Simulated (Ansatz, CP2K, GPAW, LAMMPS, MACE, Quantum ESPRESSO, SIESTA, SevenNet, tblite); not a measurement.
**Amorphous 29Ga2O3-71GeO2 (mol %) (86 atoms): forces by two methods**

86 atoms (14 Fe, 17 Ge, 55 O) placed at random at 3.74 g/cm³, melted at 5000 K for 10 ps at fixed volume with the Morse and Coulomb pair potential with partial charges (Pedone, Malavasi, Menziani, Cormack and Segre, J. Phys. Chem. B 110, 11780 (2006)). Quenched from 5000 K to 300 K at 100 K/ps and fixed volume, held 5 ps, then minimised at fixed cell. Then Fe was replaced by Ga and the cell scaled by 1.006 (the potential has no terms for the new elements, so the cell is a start for a DFT relaxation).

Two calculations on one geometry. First: machine-learned interatomic potential MACE MP-0b2 small, trained on PBE(+U) plane-wave data (MACE MP-0b2 small). Second: Kohn-Sham DFT, PBE, PAW, plane waves (Ansatz 0.2.0; cutoff 420 eV, Γ point, fermi-dirac smearing of 0.05 eV; PAW set soft_2).

Cell vectors (Å):

```
10.944 0.000 0.000
0.000 10.944 0.000
0.000 0.000 10.944
```

Atom, position (Å) and force of the first calculation (eV/Å):

```
1 Ga 9.223 5.884 7.490 -0.262 -1.117 -0.149
2 Ga 0.419 10.528 5.546 0.567 -0.164 0.409
3 Ga 10.883 6.227 0.433 0.680 -0.079 -0.064
4 Ga 4.352 7.411 10.070 0.169 -0.097 -0.231
5 Ga 6.214 6.941 1.160 0.485 0.434 -0.259
6 Ga 8.750 5.935 2.359 -0.186 0.659 -0.180
7 Ga 10.066 8.764 3.271 -0.022 -0.307 -0.292
8 Ga 6.784 8.053 7.733 -0.071 -0.019 -1.402
9 Ga 3.036 7.879 2.047 -0.712 -0.070 0.417
10 Ga 2.893 5.202 0.565 -0.021 0.023 -0.338
11 Ga 1.060 8.861 10.856 0.054 -1.521 0.911
12 Ga 7.212 8.512 4.212 0.241 0.720 0.404
13 Ga 8.963 8.750 10.883 -0.542 -0.571 1.316
14 Ga 0.529 7.586 6.436 -0.475 0.808 0.776
15 Ge 10.928 0.962 10.049 0.311 1.027 -0.847
16 Ge 5.731 4.413 9.925 0.007 0.974 0.002
17 Ge 1.652 5.203 8.742 0.865 0.291 -0.124
18 Ge 8.972 3.827 10.387 -0.382 0.286 -1.259
19 Ge 3.209 6.862 5.291 0.712 -0.821 -0.960
20 Ge 3.337 8.888 7.876 0.278 0.666 0.240
21 Ge 2.037 2.035 7.498 -0.560 -0.611 0.229
22 Ge 1.524 0.172 2.130 0.653 -0.348 0.866
23 Ge 9.474 3.488 4.782 -0.491 0.533 1.290
24 Ge 6.189 9.855 1.279 0.192 -0.382 0.258
25 Ge 0.990 5.178 3.476 -0.030 0.228 -0.656
26 Ge 6.537 4.145 3.503 -0.577 -0.133 0.820
27 Ge 4.500 1.415 2.890 0.489 -0.821 0.967
28 Ge 5.859 5.124 6.700 -0.287 0.362 -0.429
29 Ge 4.746 0.651 6.237 -0.057 -0.139 -0.716
30 Ge 8.156 0.352 5.620 -0.849 -0.307 -0.219
31 Ge 9.729 9.336 8.052 0.005 0.145 -0.810
32 O 3.724 1.836 7.033 0.781 1.254 0.593
33 O 6.603 8.611 5.929 -0.275 -0.151 0.343
34 O 4.190 6.706 1.081 -0.113 0.344 -0.224
35 O 6.254 8.610 2.551 -0.217 -1.559 1.428
36 O 3.076 6.081 9.303 1.145 0.378 0.280
37 O 5.385 0.261 1.929 -0.168 1.076 -0.293
38 O 8.381 10.150 4.292 -0.137 -0.775 -1.156
39 O 0.502 9.412 7.345 0.650 -0.154 -0.880
40 O 3.511 7.663 3.828 0.610 1.067 -1.505
41 O 9.562 7.755 7.091 0.383 -1.991 -0.556
42 O 9.835 2.307 10.211 -0.408 -0.344 0.263
43 O 4.886 8.116 8.327 1.299 -0.667 0.659
44 O 2.227 4.920 2.334 1.454 -0.736 -1.147
45 O 6.307 4.332 5.220 -0.001 -0.754 0.595
46 O 7.227 3.707 10.459 -0.151 -1.479 0.724
47 O 9.191 10.540 6.806 0.871 0.612 0.219
48 O 1.881 3.730 7.876 0.327 -0.165 -0.752
49 O 2.596 8.880 9.462 -0.033 0.125 0.688
50 O 2.837 1.276 2.407 -0.129 1.478 -0.377
51 O 10.799 6.198 2.603 -1.874 0.634 -1.229
52 O 3.946 10.242 7.012 0.002 -0.066 -0.280
53 O 6.574 5.564 2.503 0.620 0.857 -0.725
54 O 1.265 1.336 8.930 0.384 -0.364 0.688
55 O 4.464 0.793 4.530 -0.508 -0.392 -0.083
56 O 2.638 7.896 6.590 -1.599 0.002 -0.193
57 O 9.469 4.814 0.798 0.998 0.888 1.414
58 O 5.482 2.875 3.007 -0.280 0.030 -0.730
59 O 5.580 4.296 8.193 -0.631 -1.319 -0.929
60 O 1.109 4.920 10.388 -0.608 -0.448 1.837
61 O 6.523 0.636 6.194 -0.162 0.484 0.929
62 O 8.635 7.415 3.660 0.588 0.288 -0.063
63 O 10.244 10.336 9.548 -0.492 -0.540 0.727
64 O 5.349 8.819 0.165 -0.798 -1.386 -1.052
65 O 9.408 4.663 6.029 -0.143 1.019 1.384
66 O 8.160 8.822 8.893 -0.646 -0.056 0.319
67 O 9.270 4.875 9.061 0.556 0.960 -1.564
68 O 0.665 6.153 7.710 -1.358 0.883 -1.335
69 O 0.046 3.849 4.017 0.628 -1.697 -0.106
70 O 1.714 6.028 4.842 -0.766 -0.127 1.675
71 O 7.780 10.022 0.734 1.896 0.794 -0.997
72 O 0.212 8.602 4.825 0.228 0.840 0.171
73 O 4.315 4.076 10.834 -1.400 -0.808 1.001
74 O 0.542 10.842 3.529 -1.023 -0.093 1.298
75 O 10.441 8.891 1.424 -0.377 0.361 0.104
76 O 5.958 6.143 10.227 -0.172 2.181 0.613
77 O 8.172 7.202 0.887 -0.792 -0.646 0.371
78 O 10.528 7.685 10.085 0.030 0.599 0.937
79 O 7.141 6.187 7.255 1.366 1.393 0.591
80 O 1.702 7.175 0.749 0.189 0.376 0.252
81 O 8.916 1.885 5.197 0.337 -0.027 -0.087
82 O 1.167 1.182 6.251 -0.888 -0.742 -1.393
83 O 0.722 0.486 0.610 -0.164 0.104 -0.111
84 O 4.475 5.986 6.044 -0.175 -0.161 0.335
85 O 8.318 4.039 3.524 0.472 0.294 -1.490
86 O 2.294 9.589 1.679 0.490 -1.324 -1.151
```

**Question.** What forces does the second calculation give?

Atom and force (eV/Å):

```
1 -0.198 -1.354 -0.009
2 0.637 0.023 0.516
3 0.627 -0.299 -0.268
4 0.204 -0.458 -0.318
5 0.622 0.427 -0.425
6 -0.282 0.669 -0.171
7 -0.060 -0.283 -0.211
8 -0.105 0.035 -1.564
9 -0.664 -0.216 0.492
10 0.083 0.023 -0.691
11 0.024 -1.213 0.719
12 0.200 0.698 0.468
13 -0.663 -0.515 1.468
14 -0.384 0.734 0.877
15 0.266 0.948 -0.991
16 -0.084 1.171 0.234
17 0.971 0.644 0.194
18 -0.435 0.490 -1.306
19 0.755 -0.742 -1.055
20 0.491 0.525 0.343
21 -0.734 -0.754 0.132
22 0.420 -0.576 0.940
23 -0.575 0.749 1.372
24 0.359 -0.598 0.038
25 0.034 0.326 -0.640
26 -0.353 0.052 0.712
27 0.566 -0.960 0.913
28 -0.143 0.498 -0.149
29 -0.009 -0.127 -0.568
30 -0.676 -0.599 -0.508
31 -0.085 0.145 -0.825
32 0.917 1.276 0.561
33 -0.235 -0.045 0.449
34 -0.278 0.399 -0.053
35 -0.305 -1.383 1.456
36 1.281 0.444 0.454
37 -0.346 1.281 -0.126
38 -0.184 -0.622 -1.090
39 0.586 -0.262 -0.745
40 0.640 1.107 -1.446
41 0.377 -2.180 -0.583
42 -0.420 -0.311 0.242
43 1.173 -0.605 0.663
44 1.565 -0.786 -1.147
45 0.072 -0.813 0.546
46 -0.288 -1.504 0.761
47 0.884 0.732 0.221
48 0.376 -0.516 -0.984
49 -0.141 0.075 0.887
50 0.146 1.665 -0.299
51 -1.878 0.797 -1.170
52 -0.022 0.138 -0.382
53 0.625 0.782 -0.639
54 0.387 -0.419 0.865
55 -0.519 -0.376 -0.226
56 -1.674 0.013 -0.202
57 0.994 0.876 1.445
58 -0.469 -0.164 -0.754
59 -0.704 -1.447 -1.002
60 -0.652 -0.478 1.986
61 -0.391 0.524 0.992
62 0.735 0.297 -0.106
63 -0.389 -0.489 0.920
64 -0.810 -1.316 -1.059
65 -0.123 0.954 1.210
66 -0.643 0.043 0.348
67 0.560 1.033 -1.500
68 -1.578 1.052 -1.442
69 0.562 -1.838 -0.161
70 -0.909 -0.142 1.571
71 1.950 0.819 -0.990
72 0.203 0.856 0.076
73 -1.378 -1.000 1.049
74 -1.018 -0.100 1.182
75 -0.436 0.213 0.011
76 -0.031 2.219 0.511
77 -0.705 -0.675 0.320
78 0.037 0.600 0.828
79 1.328 1.309 0.587
80 0.080 0.389 0.295
81 0.380 -0.034 -0.125
82 -0.772 -0.619 -1.514
83 -0.020 -0.091 0.001
84 -0.210 -0.148 0.260
85 0.430 0.206 -1.447
86 0.434 -1.198 -1.224
```

The two sets differ by 124 meV/Å r.m.s., 16 % of the r.m.s. force of the Ansatz run. Machine-learned potentials mimic data converged in k, so the reference's own k-point error enters their differences. The network of bonds at the start is that of the classical potential that made the cell, and needn't be the one that DFT or experiment would give. The electronic-structure runs sample only Γ, in a cell whose shortest periodic width is 11 Å.

[Logs are printed without paths, hosts, clocks, repeated set-up lines and the standing remarks that a program may print on its own settings, such as how far it seeks lower states.]

[Hosts, paths, dates, database ids (printed as entryN), source tags and the programs' standing remarks are cut or masked in the printed files.]
